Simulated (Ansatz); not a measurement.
# 1T-PbSTe monolayer in a perpendicular field

What dipole does a perpendicular field induce in the 1T-PbSTe monolayer? A positive field points along +c.

Method: plane-wave DFT, PBE-D3(BJ), Ansatz PAW, in Ansatz 0.2.0.

This is a report of a sequence of runs, with most program output left out.

## 1. Starting point

The cell holds 3 atoms: 1 Te, 1 Pb and 1 S. Cell: a = 3.646 Å, b = 3.646 Å, c = 36.633 Å, α = 90.0°, β = 90.0°, γ = 120.0°. Vacuum lies along c.

## 2. Relaxation

The starting cell is a guess, so the in-plane lattice and the atoms are relaxed first, with the slab cut off from its images along the normal.

input.yaml

```yaml
crystal:
  lattice:
    - [3.645692, 0.0, 0.0]
    - [-1.822846, 3.1572618864, 0.0]
    - [0.0, 0.0, 36.6327315422]
  atoms:
    - { symbol: Te, position: [0.6666666667, 0.3333333333, 0.461336059] }
    - { symbol: Pb, position: [0.0, 0.0, 0.5081060458] }
    - { symbol: S, position: [0.3333333333, 0.6666666667, 0.538663941] }
  periodic: [true, true, false]
kpoints:
  mp_grid: { grid: [12, 12, 1] }
hamiltonian:
  xc: pbe
  dispersion: d3bj
scf:
  occupations: { method: fermi_dirac, width: 0.05 }
  convergence: { dr2_threshold: 1.0e-09 }
relax:
  f_tol: 0.004
  max_steps: 90
  cell: {}
output:
  write_potential: true
  write_density: true
  volumetric_format: npy
```

Run with:

```bash
> ansatz run input.yaml --threads 2 --pin off --max-ram 3072MiB --backend cpu --events-out ev --progress --plain --runs-dir out
```

The job ended after 50 s (2 threads of Intel Xeon 6975P-C (Granite Rapids), shared host; peak memory 0.75 GiB).

Relaxation path:

| step | energy less that of the first step (eV) | largest force component (eV/Å) | volume (Å³) |
| --- | --- | --- | --- |
| 1 | 0.0000 | 6.0297 | 421.66 |
| 2 | -1.7816 | 3.1942 | 429.64 |
| 3 | -2.5803 | 1.0229 | 446.83 |
| 4 | -2.7463 | 0.5363 | 463.18 |
| 5 | -2.8208 | 0.0228 | 466.96 |
| 6 | -2.8290 | 0.0597 | 459.25 |
| 7 | -2.8324 | 0.0252 | 450.72 |
| 8 | -2.8324 | 0.0023 | 451.05 |
| 9* | -2.8331 | 0.0024 | 451.05 |

Relaxation steps marked * repeat the geometry before them on a plane-wave basis chosen anew for their cell, so energy and pressure can jump there.

Forces are held to the 6 operations that the run works with; a distortion that breaks them can't arise in this run.

| cell as run | before | after | change |
| --- | --- | --- | --- |
| a (Å) | 3.646 | 3.771 | +3.4 % |
| b (Å) | 3.646 | 3.771 | +3.4 % |

The atoms that moved most (Å, along periodic axes as changes of fractional coordinates times the final cell, across vacuum about the mean position):

| atom | dx | dy | dz | length |
| --- | --- | --- | --- | --- |
| Te1 | 0.000 | 0.000 | -0.667 | 0.667 |
| S3 | 0.000 | 0.000 | 0.548 | 0.548 |
| Pb2 | 0.000 | 0.000 | 0.120 | 0.120 |

Final coordinates:

```cif
data_structure
_symmetry_space_group_name_H-M 'P 1'
_symmetry_Int_Tables_number 1
_cell_length_a 3.7706
_cell_length_b 3.7706
_cell_length_c 36.6327
_cell_angle_alpha 90.000
_cell_angle_beta 90.000
_cell_angle_gamma 120.000
_cell_volume 451.05
loop_
_atom_site_label
_atom_site_type_symbol
_atom_site_fract_x
_atom_site_fract_y
_atom_site_fract_z
_atom_site_occupancy
Te1 Te 0.66667 0.33333 0.44312 1
Pb2 Pb 0.00000 0.00000 0.51137 1
S3 S 0.33333 0.66667 0.55362 1
```

This step gave:

```yaml
energy_at_zero_smearing: -19788.9760 eV
```

The lattice constant a goes from 3.646 to 3.771 Å.

## 3. Atoms held, field 0

A sawtooth potential applies the field, turning back in the middle of the vacuum. With the dipole correction the typed value is the field outside the slab. The induced dipole is small, so the SCF threshold is tight.

The cell differs from the one that the last finished run ended in (c 36.633 → 22.048 Å).

input.yaml

```yaml
crystal:
  lattice:
    - [3.7706306957, 0.0, 0.0]
    - [-1.8853153478, 3.2654619708, 0.0]
    - [0.0, 0.0, 22.0478882029]
  atoms:
    - { symbol: Te, position: [0.6666666667, 0.3333333333, 0.4082023601] }
    - { symbol: Pb, position: [0.0, 0.0, 0.5216021548] }
    - { symbol: S, position: [0.3333333333, 0.6666666667, 0.5917976399] }
kpoints:
  mp_grid: { grid: [18, 18, 1] }
  band_path:
    path: [[0, 0, 0], [0.5, 0, 0], [0.33333333, 0.33333333, 0], [0, 0, 0]]
    npoints: 16
hamiltonian:
  xc: pbe
  dispersion: d3bj
scf:
  occupations: { method: fermi_dirac, width: 0.02585 }
  convergence: { dr2_threshold: 1.0e-10 }
efield:
  axis: 3
  dipole_correction: true
  ramp_position: 0.97
  ramp_width: 0.06
  amplitude: 0
output:
  dos: { projected: true, e_range: [-6, 5] }
  write_potential: true
  write_density: true
  volumetric_format: npy
  elf: true
```

Wall time 10 s (2 threads); peak memory 0.68 GiB; 20 s of CPU time.

Numbers from this step:

| Quantity | Value |
| --- | --- |
| energy at zero smearing | -19788.9762 eV |
| work function, upper face | 5.949 eV |
| work function, lower face | 5.182 eV |
| dipole along the normal | -0.05214 e·Å |
| step between the vacuum levels | 0.7663 eV |

Running mean over a fixed 2.8 Å (it still follows the layers) of the planar mean; the ramp of the sawtooth is left out. Electron's electrostatic potential energy less the Fermi level against z:

| z (Å) | electron's electrostatic potential energy less the Fermi level (eV) |
| --- | --- |
| 3 | 5.18 |
| 4 | 5.18 |
| 5 | 5.18 |
| 6 | 5.10 |
| 7 | 3.90 |
| 8 | 1.93 |
| 9 | -0.00737 |
| 10 | -2.06 |
| 11 | -4.72 |
| 12 | -6.12 |
| 13 | -2.68 |
| 14 | 1.84 |
| 15 | 5.22 |
| 16 | 5.92 |
| 17 | 5.95 |
| 18 | 5.95 |
| 19 | 5.95 |

The density of states has structure finer than the step of the table below, so its rows give means over 0.2 eV, whole bins alone (the curve runs from -6 to 1.99 eV). Peaks (eV: height): -2.91: 4.83, -2.31: 4.56, -1.95: 5.63, -1.67: 5.74, -1.56: 7.00, -1.09: 4.57, 0.20: 4.36.

Table of density of states by energy, zero at the Fermi level; means over each step:

energy (eV), density of states (states/eV a cell) and a bar:
```
     -4.4       0.00 
     -4.2       0.68 ####
     -4.0       1.33 ########
     -3.8       1.88 ###########
     -3.6       1.57 ##########
     -3.4       1.69 ##########
     -3.2       1.83 ###########
     -3.0       2.30 ##############
     -2.8       2.59 ################
     -2.6       2.20 #############
     -2.4       2.88 ##################
     -2.2       1.92 ############
     -2.0       3.25 ####################
     -1.8       4.07 #########################
     -1.6       4.93 ##############################
     -1.4       1.63 ##########
     -1.2       1.74 ###########
     -1.0       2.55 ################
     -0.8       1.19 #######
     -0.6       1.46 #########
     -0.4       2.24 ##############
     -0.2       2.59 ################
      0.0       2.95 ##################
      0.2       2.64 ################
      0.4       1.76 ###########
      0.6       1.97 ############
      0.8       1.16 #######
      1.0       0.67 ####
      1.2       0.47 ###
      1.4       0.01 
      1.6       0.00
```

Projected DOS per atom over height of the atomic layer and energy from the Fermi level. Layers: Te Pb S from below.

Ten even steps from '_' (0.00 states/eV) to '@' (2.30 states/eV), each cell a mean:
```
______
______
::____
==__..
==..::
##..--
++..--
--__..
++__==
++..**
**::@@
--..++
--..==
==::==
::::--
..::::
::....
______
______
______
______
______
```
Columns: height of the atomic layer (Å) from 9 to 13.0 (not evenly spaced); rows upwards: energy from the Fermi level (eV) from -5.96 to 1.96.

The electronic bands at the labelled points (eV, zero at the Fermi level):

| point | band 15 | band 16 | band 17 | band 18 | band 19 | band 20 | band 21 | band 22 |
| --- | --- | --- | --- | --- | --- | --- | --- | --- |
| Γ | -0.87 | -0.87 | 0.10 | 1.31 | 1.31 | 3.42 | 4.94 | 5.03 |
| halfway | -1.99 | -1.47 | -1.44 | 0.33 | 0.59 | 3.08 | 4.62 | 5.14 |
| M | -2.89 | -1.93 | -1.78 | -0.48 | 0.06 | 2.83 | 3.72 | 4.86 |
| halfway | -3.07 | -2.52 | -1.69 | -1.03 | -0.22 | 3.06 | 3.84 | 4.51 |
| K | -3.18 | -3.11 | -1.94 | -1.02 | -0.58 | 3.16 | 3.39 | 4.98 |
| halfway | -2.35 | -1.88 | -1.44 | -0.31 | 0.57 | 3.41 | 4.16 | 4.91 |
| Γ | -0.87 | -0.87 | 0.10 | 1.31 | 1.31 | 3.42 | 4.94 | 5.03 |

Electrostatic potential energy in the ca plane at fractional y = 0.000, with atoms of Pb within 0.2 Å of it. With pseudopotentials it is smooth inside the atoms' cores, unlike the true potential.

Values in eV, 6 rows by 16 columns, each cell a mean:
```
  4   4   4   4   3   1 -19 -34 -12   3   4   4   4   4   4   4
  4   4   4   3   0   0  -4 -16  -2   3   4   4   4   4   4   4
  4   4   4   2  -6  -4   1   0  -1   1   4   4   4   4   4   4
  4   4   4   3  -4  -3   0  -2  -1   2   4   4   4   4   4   4
  4   4   4   3   1   0  -9 -25  -4   3   4   4   4   4   4   4
  4   4   4   4   3   1 -22 -31 -14   3   4   4   4   4   4   4
```
Columns run along c (16.0 Å, from fractional 0.19 to 0.92 of the cell; values clipped at the 3rd and 97th percentile), rows up along a (3.8 Å). Atoms in or near the plane, at fractional coordinates: Pb at (0.52, 0.00).

ELF in the ca plane at fractional y = 0.000, with atoms of Pb within 0.2 Å of it. It is the smooth field of the valence electrons, not physical close to the nuclei.

Ten even steps from '0' (0.00) to '9' (0.78), each cell a mean:
```
00000000000000001111113530024210000000000000
00000000000000012343323454343222100000000000
00000000000000246776543344433466421000000000
00000000000001368877764222235899752100000000
00000000000002478877775211247999963100000000
00000000000002478877774211236899863100000000
00000000000001257877653333334677642000000000
00000000000000124555433455443333210000000000
00000000000000001222123541134210000000000000
00000000000000000111114520024210000000000000
```
Columns run along c (16.0 Å, from fractional 0.10 to 0.83 of the cell), rows up along a (3.8 Å). Atoms in or near the plane, at fractional coordinates: Pb at (0.52, 0.00).

Valence density in the ca plane at fractional y = 0.000, with atoms of Pb within 0.2 Å of it. It is the smooth field of the valence electrons, not physical close to the nuclei.

Ten steps, logarithmic in the rise over the least value, from '0' (0.00 × 1e0 e/Å³) to '9' (8.65 × 1e0 e/Å³), each cell a mean:
```
00000000000000000011112579975210000000000000
00000000000000000111112357764211000000000000
00000000000000001222222234433221100000000000
00000000000000011233221112222332100000000000
00000000000000012333321111122332210000000000
00000000000000012233321111122332110000000000
00000000000000001222221223332222100000000000
00000000000000001122212345643211000000000000
00000000000000000111112468874210000000000000
00000000000000000011112589985310000000000000
```
Columns run along c (16.0 Å, from fractional 0.10 to 0.83 of the cell), rows up along a (3.8 Å). Atoms in or near the plane, at fractional coordinates: Pb at (0.52, 0.00).

The work function of the upper face is 5.95 eV.

## 4. Single point, field 0.1 V/Å

Edit input.yaml of step 3 so:

```diff
@@ -25,5 +25,4 @@
   ramp_width: 0.06
-  amplitude: 0
+  amplitude: 0.1
 output:
-  dos: { projected: true, e_range: [-6, 5] }
   write_potential: true
@@ -31,2 +30 @@
   volumetric_format: npy
-  elf: true
```

Run time: 10 s. Hardware: 2 threads; peak memory 0.66 GiB; 20 s of CPU time.

The dipole is -0.00892 e·Å, 0.0432 e·Å from its value without field.

## 5. Atoms held, field -0.1 V/Å

Edit input.yaml of step 4 so:

```diff
@@ -25,3 +25,3 @@
   ramp_width: 0.06
-  amplitude: 0.1
+  amplitude: -0.1
 output:
```

Wall time 10 s (2 threads); peak memory 0.66 GiB; 20 s of CPU time.

The dipole is -0.0953 e·Å, -0.0432 e·Å from its value without field.

## 6. Response, atoms held

This step: plane-wave DFT, PBE-D3(BJ), Ansatz PAW; response to a field along the normal, atoms held (Ansatz 0.2.0).

The dipoles give the slope, and the difference of two potentials shows where the field is screened.

This step gave:

```
equivalent conductor thickness p/(ε₀AE) : 6.350 Å
distance between the outer atoms        : 4.048 Å
```

Dipole of the cell against applied field:

| applied field (V/Å) | dipole of the cell (e·Å) |
| --- | --- |
| -0.1000 | -0.0953 |
| 0.0000 | -0.0521 |
| 0.1000 | -0.00892 |

Local field over the applied field, running mean. From the potentials at -0.1 and 0.1 V/Å; running mean over 2.5 Å. Local field over applied field against z:

| z (Å) | local field over applied field |
| --- | --- |
| 4.5 | 0.997 |
| 5.0 | 0.992 |
| 5.5 | 0.978 |
| 6.0 | 0.943 |
| 6.5 | 0.864 |
| 7.0 | 0.725 |
| 7.5 | 0.549 |
| 8.0 | 0.372 |
| 8.5 | 0.210 |
| 9.0 | 0.0839 |
| 9.5 | 0.0248 |
| 10.0 | 0.0153 |
| 10.5 | 0.0152 |
| 11.0 | 0.0137 |
| 11.5 | 0.0233 |
| 12.0 | 0.0388 |
| 12.5 | 0.0703 |
| 13.0 | 0.164 |
| 13.5 | 0.318 |
| 14.0 | 0.498 |
| 14.5 | 0.676 |
| 15.0 | 0.833 |
| 15.5 | 0.931 |
| 16.0 | 0.976 |
| 16.5 | 0.992 |
| 17.0 | 0.998 |
| 17.5 | 0.999 |

Electrons, planar mean, per unit field. Induced electron density against z:

z (Å), induced electron density (e/Å³ per V/Å) and a bar from the least value:
```
      4.5    0.00001 ################
      5.0    0.00003 ################
      5.5    0.00010 ################
      6.0    0.00028 #################
      6.5    0.00073 ###################
      7.0    0.00171 #######################
      7.5    0.00319 #############################
      8.0    0.00335 ##############################
      8.5    0.00105 ####################
      9.0    0.00021 #################
      9.5    0.00058 ##################
     10.0    0.00014 ################
     10.5   -0.00070 #############
     11.0   -0.00033 ##############
     11.5    0.00050 ##################
     12.0    0.00026 #################
     12.5   -0.00064 #############
     13.0   -0.00060 #############
     13.5   -0.00255 #####
     14.0   -0.00373 
     14.5   -0.00224 ######
     15.0   -0.00091 ############
     15.5   -0.00033 ##############
     16.0   -0.00011 ###############
     16.5   -0.00003 ################
     17.0   -0.00001 ################
     17.5    0.00000 ################
```

By hand: between -0.1 and 0.1 V/Å the dipole changes by 0.08642 e·Å, a slope of 0.4321 e·Å²/V. A perfect conductor of thickness t has p = ε₀AEt, so t = 180.95 × 0.4321 / 12.313 = 6.35 Å (e/ε₀ = 180.95 V·Å, A in Å²).

The induced dipole is that of a conductor 6.35 Å thick.

## 7. Results

```json
{"gap without field": "none", "work function, upper face": "5.95 eV", "step between the vacuum levels": "0.766 eV", "equivalent conductor thickness, atoms held": "6.35 Å"}
```

**Reading.** The induced dipole equals that of a perfect conductor 6.35 Å thick, while the outer atoms lie 4.05 Å apart. The two faces differ: the vacuum level above lies 0.77 eV higher than the one below. There is no gap over 0.03 eV, with or without the field. Spin-orbit coupling is left out, which matters for the bands of elements this heavy.

[Logs are printed without paths, hosts, clocks, repeated set-up lines and the standing remarks that a program may print on its own settings, such as how far it seeks lower states.]

[Hosts, paths, dates, database ids (printed as entryN), source tags and the programs' standing remarks are cut or masked in the printed files.]

[Maps of the electrostatic potential energy from Ansatz leave out the sawtooth potential of an applied field or a dipole correction, so their vacuum need not be flat; planar profiles and work functions include it.]

[The density of states shown here was stored with 400 of the rows of the run's finer table, so its peaks can read low, often by over a quarter, or be missed, and its means over a window can be off by a tenth or more.]
